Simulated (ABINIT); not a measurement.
**PbF2 (Fluorocronite): G0W0 with ABINIT, start to end**

How does a plane-wave GW calculation on PbF2 (Fluorocronite) run from the first input to the gap?

Main program and level: ABINIT 10.8.3; PBE and many-body steps on it, plane waves.

The database entry behind the starting cell differs from other determinations of this structure, so it need not match the best structure at room temperature.

## Step 1: Set-up

It takes space group Fm-3m (No. 225, cubic). The conventional cell has a = 5.927 Å, b = 5.927 Å, c = 5.927 Å, α = 90.00°, β = 90.00°, γ = 90.00°. Pb has 8 F at 2.57 Å nearest. F has 4 Pb at 2.57 Å nearest. Farther neighbours, and contacts between anions beyond the nearest, are not listed.

The cell and positions come from the Crystallography Open Database and are kept as given unless a step says otherwise. This is not the form that PbF2 usually takes at ambient conditions.

## Step 2: Ground state

This step: ABINIT 10.8.3; DFT, PBE with spin-orbit coupling, plane waves, norm-conserving pseudopotentials.

The ground-state density comes first.

Contents of run.abi:

```
acell 3*1.0 Angstrom
rprim 
  -0.000000000000 2.963660000000 2.963660000000
  2.963660000000 0.000000000000 2.963660000000
  2.963660000000 2.963660000000 -0.000000000000
ntypat 2
znucl 82 9
natom 3
typat 1 2 2
xred 
  0.000000000000 0.000000000000 0.000000000000
  0.250000000000 0.250000000000 0.250000000000
  0.750000000000 0.750000000000 0.750000000000
pp_dirpath "pseudos"
pseudos "Pb.upf, F.upf"
ecut 36
nspinor 2
ngkpt 6 6 6
nshiftk 1
shiftk 0 0 0
kptopt 1
chksymbreak 0
nband 46
occopt 1
tolvrs 1e-10
nstep 60
prtwf 0
optforces 0
optstress 0
indata_prefix "in"
outdata_prefix "out"
tmpdata_prefix "tmp"
```

The run is started by

```
$ OMP_NUM_THREADS=1 mpirun -n 8 abinit run.abi > log
```

Standard output:

```text
.Version 10.8.3 of ABINIT. v10.8.2 released Aug 2026.

 Symmetries : space group Fm -3 m (#225); Bravais cF (face-center cubic)
================================================================================
 Values of the parameters that define the memory need of the present run
     intxc =       0    ionmov =       0      iscf =       7    lmnmax =      18
     lnmax =      18     mgfft =      45  mpssoang =       5    mqgrid =    3001
     natom =       3  nloc_mem =       1    nspden =       1   nspinor =       2
    nsppol =       1      nsym =      48    n1xccc =    2501    ntypat =       2
    occopt =       1   xclevel =       2
-    mband =          46        mffmem =           1         mkmem =           2
       mpw =        3695          nfft =       91125          nkpt =          16
================================================================================
  Rough estimation (10% accuracy) of disk space for files :
================================================================================

--------------------------------------------------------------------------------
------------- Echo of variables that govern the present computation ------------
--------------------------------------------------------------------------------
 -outvars: echo values of preprocessed input variables --------
            acell      1.8897261259E+00  1.8897261259E+00  1.8897261259E+00 Bohr

      chksymbreak           0
             ecut      3.60000000E+01 Hartree
-          fftalg         312

              ixc     -101130
              kpt      0.00000000E+00  0.00000000E+00  0.00000000E+00
                       1.66666667E-01  0.00000000E+00  0.00000000E+00
                       3.33333333E-01  0.00000000E+00  0.00000000E+00
                       5.00000000E-01  0.00000000E+00  0.00000000E+00
                       1.66666667E-01  1.66666667E-01  0.00000000E+00
                       3.33333333E-01  1.66666667E-01  0.00000000E+00
                       5.00000000E-01  1.66666667E-01  0.00000000E+00
                      -3.33333333E-01  1.66666667E-01  0.00000000E+00
                      -1.66666667E-01  1.66666667E-01  0.00000000E+00
   [... 5 further rows ...]
                      -3.33333333E-01  3.33333333E-01  1.66666667E-01
                      -3.33333333E-01  5.00000000E-01  1.66666667E-01
         kptrlatt        6    0    0      0    6    0      0    0    6
          kptrlen      4.75218670E+01
P           mkmem           2
            natom           3
            nband          46
            ngfft          45      45      45
             nkpt          16
          nspinor           2
            nstep          60
             nsym          48
           ntypat           2
              occ      1.000000  1.000000  1.000000  1.000000  1.000000  1.000000
                       1.000000  1.000000  1.000000  1.000000  1.000000  1.000000
                       1.000000  1.000000  1.000000  1.000000  1.000000  1.000000
                       1.000000  1.000000  1.000000  1.000000  1.000000  1.000000
                       1.000000  1.000000  1.000000  1.000000  1.000000  1.000000
                       1.000000  1.000000  1.000000  1.000000  1.000000  1.000000
                       0.000000  0.000000  0.000000  0.000000  0.000000  0.000000
                       0.000000  0.000000  0.000000  0.000000
        optforces           0
        optstress           0
            prtwf           0
            rprim     -0.0000000000E+00  2.9636600000E+00  2.9636600000E+00
[...]
spgroup         225

           tolvrs      1.00000000E-10

             xred      0.0000000000E+00  0.0000000000E+00  0.0000000000E+00
[...]
znucl       82.00000    9.00000

================================================================================

 chkinp: Checking input parameters for consistency.

================================================================================
== DATASET  1 ==================================================================
-   mpi_nproc: 8, omp_nthreads: 1 (-1 if OMP is not activated)

--- !DatasetInfo
iteration_state: {dtset: 1, }
dimensions: {natom: 3, nkpt: 16, mband: 46, nsppol: 1, nspinor: 2, nspden: 1, mpw: 3695, }
cutoff_energies: {ecut:  36.0, pawecutdg:  -1.0, }
electrons: {nelect:   3.60000000E+01, charge:   0.00000000E+00, occopt:   1.00000000E+00, tsmear:   1.00000000E-02, }

 Real(R)+Recip(G) space primitive vectors, cartesian coordinates (Bohr,Bohr^-1):
 R(1)=  0.0000000  5.6005057  5.6005057  G(1)= -0.0892777  0.0892777  0.0892777
 R(2)=  5.6005057  0.0000000  5.6005057  G(2)=  0.0892777 -0.0892777  0.0892777
 R(3)=  5.6005057  5.6005057  0.0000000  G(3)=  0.0892777  0.0892777 -0.0892777
 Unit cell volume ucvol=  3.5132717E+02 bohr^3
 Angles (23,13,12)=  6.00000000E+01  6.00000000E+01  6.00000000E+01 degrees

 getcut: wavevector=  0.0000  0.0000  0.0000  ngfft=  45  45  45
         ecut(hartree)=     36.000   => boxcut(ratio)=   2.05681

--- Pseudopotential description ------------------------------------------------
- Pb Generated using ONCVPSP code by D. R. Hamann
- 82.00000  22.00000  180507                  znucl, zion, pspdat
12 -101130 2 -1 1782                          pspcod,pspxc,lmax,lloc,mmax
     nproj     2     4     4     0
     spin-orbit psp
        nprojso     4     4     0
  pspatm : epsatm=   27.18792780
         --- l  ekb(1:nproj) -->
[...]
1    7.409904    1.294736    0.011676    0.003946
             2    3.444475    0.437989    0.001358    0.000148
  spin-orbit 1    1.483409   -0.533195    0.099372   -0.022495
  spin-orbit 2    0.179886   -0.057429    0.015711   -0.000831
 pspatm: atomic psp has been read  and splines computed

- F Generated using ONCVPSP code by D. R. Hamann
-  9.00000   7.00000  180423                  znucl, zion, pspdat
12 -101130 2 -1 832                           pspcod,pspxc,lmax,lloc,mmax
     nproj     2     2     2     0
     spin-orbit psp
        nprojso     3     2     0
  pspatm : epsatm=    4.87862678
         --- l  ekb(1:nproj) -->
[...]
spin-orbit 1    0.008185    0.003003   -0.000071
  spin-orbit 2   -0.008568    0.000210
 pspatm: atomic psp has been read  and splines computed

   1.33002653E+03                                ecore*ucvol(ha*bohr**3)
--------------------------------------------------------------------------------

_setup2: Arith. and geom. avg. npw (full set) are    3625.958    3625.943

================================================================================

--- !BeginCycle
iteration_state: {dtset: 1, }
solver: {iscf: 7, nstep: 60, nline: 4, wfoptalg: 0, }
tolerances: {tolvrs: 1.00E-10, }

     iter   Etot(hartree)      deltaE(h)  residm     vres2
 ETOT  1  -259.06079203830    -2.591E+02 1.710E-01 5.880E+02
 ETOT  2  -259.15901031609    -9.822E-02 1.781E-02 7.562E+02
 ETOT  3  -259.38269215058    -2.237E-01 1.533E-02 2.827E+01
 ETOT  4  -259.38732663013    -4.634E-03 9.121E-04 1.529E+00
 ETOT  5  -259.38758803513    -2.614E-04 5.950E-04 2.154E-01
 ETOT  6  -259.38760243796    -1.440E-05 7.672E-04 1.440E-02
 ETOT  7  -259.38760272842    -2.905E-07 3.441E-04 5.572E-04
 ETOT  8  -259.38760280094    -7.252E-08 3.558E-04 1.202E-06
 ETOT  9  -259.38760280112    -1.776E-10 1.303E-04 2.229E-08
 ETOT 10  -259.38760280111     7.560E-12 1.255E-04 1.271E-09
 ETOT 11  -259.38760280113    -1.768E-11 4.253E-05 2.354E-11

 At SCF step   11       vres2   =  2.35E-11 < tolvrs=  1.00E-10 =>converged.

--- !ResultsGS
iteration_state: {dtset: 1, }
comment   : Summary of ground state results
lattice_vectors:
- [ -0.0000000,   5.6005057,   5.6005057, ]
- [  5.6005057,   0.0000000,   5.6005057, ]
- [  5.6005057,   5.6005057,  -0.0000000, ]
lattice_lengths: [   7.92031,    7.92031,    7.92031, ]
lattice_angles: [ 60.000,  60.000,  60.000, ] # degrees, (23, 13, 12)
lattice_volume:   3.5132717E+02
convergence: {deltae: -1.768E-11, res2:  2.354E-11, residm:  4.253E-05, diffor:  0.000E+00, }
etotal    :  -2.59387603E+02
entropy   :   0.00000000E+00
fermie    :   1.31952417E-01
cartesian_stress_tensor: null
pressure_GPa: null
xred      :
- [  0.0000E+00,   0.0000E+00,   0.0000E+00, Pb]
- [  2.5000E-01,   2.5000E-01,   2.5000E-01,  F]
- [  7.5000E-01,   7.5000E-01,   7.5000E-01,  F]
cartesian_forces: null
force_length_stats: {min: null, max: null, mean: null, }

 Integrated electronic density in atomic spheres:
 ------------------------------------------------
 Atom  Sphere_radius  Integrated_density
[...]
2        2.00000          6.99515869
    3        2.00000          6.99515869
================================================================================

 ----iterations are completed or convergence reached----

 Mean square residual over all n,k,spin=   13.315E-08; max=  42.530E-06
 reduced coordinates (array xred) for    3 atoms
       0.000000      0.000000      0.000000
       0.250000      0.250000      0.250000
       0.750000      0.750000      0.750000
 rms dE/dt=  0.0000E+00; max dE/dt=  0.0000E+00; dE/dt below (all hartree)
    1       0.000000      0.000000      0.000000
    2       0.000000      0.000000      0.000000
    3       0.000000      0.000000      0.000000

 cartesian coordinates (angstrom) at end:
    1      0.000000     0.000000     0.000000
    2      1.481830     1.481830     1.481830
    3      4.445490     4.445490     4.445490
 length scales=  1.889726  1.889726  1.889726 bohr
              =  1.000000  1.000000  1.000000 angstroms
 prteigrs : about to open file out_EIG
 Fermi (or HOMO) energy (hartree) =   0.13195   Average Vxc (hartree)=  -0.35602
 Eigenvalues (hartree) for nkpt=  16  k points:
 kpt#   1, nband= 46, wtk=  0.00463, kpt=  0.0000  0.0000  0.0000 (reduced coord)
  -4.89453   -4.89453   -3.36724   -3.36724   -2.54682   -2.54682   -2.54682   -2.54682
  -0.64174   -0.64174   -0.61910   -0.61910   -0.45012   -0.45012   -0.45012   -0.45012
  -0.35754   -0.35754   -0.35576   -0.35576   -0.35576   -0.35576   -0.03557   -0.03557
   0.04101    0.04101    0.04101    0.04101    0.04124    0.04124    0.05444    0.05444
   0.06042    0.06042    0.06042    0.06042    0.31815    0.31815    0.40722    0.40722
   0.40722    0.40722    0.52604    0.52604    0.69132    0.69132
 prteigrs : prtvol=0 or 1, do not print more k-points.

--- !EnergyTerms
iteration_state     : {dtset: 1, }
comment             : Components of total free energy in Hartree
kinetic             :  9.132545E+01
hartree             :  7.535210E+01
xc                  : -4.507417E+01
Ewald energy        : -1.459322E+02
psp_core            :  3.785721E+00
local_psp           : -2.473097E+02
non_local_psp       :  8.465140E+00
total_energy        : -2.593876E+02
total_energy_eV     : -7.058296E+03
band_energy         : -3.265634E+01

== END DATASET(S) ==============================================================
================================================================================

 -outvars: echo values of variables after computation  --------
           etotal     -2.5938760280E+02
            nband          46
             nkpt          16
          spgroup         225
 [... the other variables as echoed above ...]

 Calculation completed.
```

The job ended after 44 s (8 MPI ranks of Arm Neoverse V2, shared host; peak memory 0.71 GiB; 5.9 min of CPU time).

Numbers from this step:

| Item | Value |
| --- | --- |
| total energy | -7058.2962 eV |
| gap | 4.084 eV |
| k of the valence top | -0.3333, 0.3333, 0.1667 |
| k of the conduction bottom | 0.5, 0.5, 0 |
| least direct gap | 4.199 eV |

The gap is indirect, with the least direct gap 0.11 eV higher.

[end of part 1 of 3]

[Long decimals in the printed logs are rounded to 6 places.]

[Logs are printed without paths, hosts, clocks, repeated set-up lines and the standing remarks that a program may print on its own settings, such as how far it seeks lower states.]

[Paths, hosts, dates, memory and timing lines, banners, echoed tables and standing remarks are left out of the program output; an Ansatz launch command may be rebuilt from the run's recorded settings. Measured values are a selection of at most five: reports struck by readers or far from the other reports are left out. None is set beside runs whose start may be inverted or whose files or cutoffs have a known fault.]

[Runs of the session that timed out or met a known fault of the program may be left out.]

[Hosts, paths, dates, database ids (printed as entryN), source tags and the programs' standing remarks are cut or masked in the printed files.]

[G0W0 gaps are taken among the corrected bands and points alone; a level outside them can change the order at an edge.]

[Where Ansatz stands beside ABINIT at settings called matched, ABINIT's density can come from a denser mesh and the files from another edition; pairs whose starting gaps differed by over 0.03 eV were left out, so agreement reads better than it is.]
